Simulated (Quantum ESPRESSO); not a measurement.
# Work function of W(110) against the slab's thickness (PBEsol, Quantum ESPRESSO)

How thick must a slab of W(110) be for a steady work function?

All values are computed: Quantum ESPRESSO 7.5, PBEsol, plane waves, scalar-relativistic unless marked; slabs or sheets with vacuum, the vacuum level from the planar mean of the electrostatic potential. 1×1 cells on a fixed bulk lattice, outer layers relaxed.

| layers | thickness (Å) | work function (eV) |
| --- | --- | --- |
| 4 | 6.5 | 4.94 |
| 5 | 8.7 | 4.90 |
| 6 | ? | ? |
| 7 | 13.2 | 4.91 |

**Fit.** The shown values lie within 0.02 eV of their mean, 4.92 eV, with no steady drift. The mean serves as the estimate. Confinement across the slab splits the bands into subbands, and the work function moves a little each time one crosses the Fermi level.

**The withheld row.** The prediction is the mean = 4.92 eV. The run gave thickness 11 Å, work function 4.94 eV. The miss in work function is +0.02 eV, within the scatter of the fitted rows.

The k-mesh adds scatter of its own.
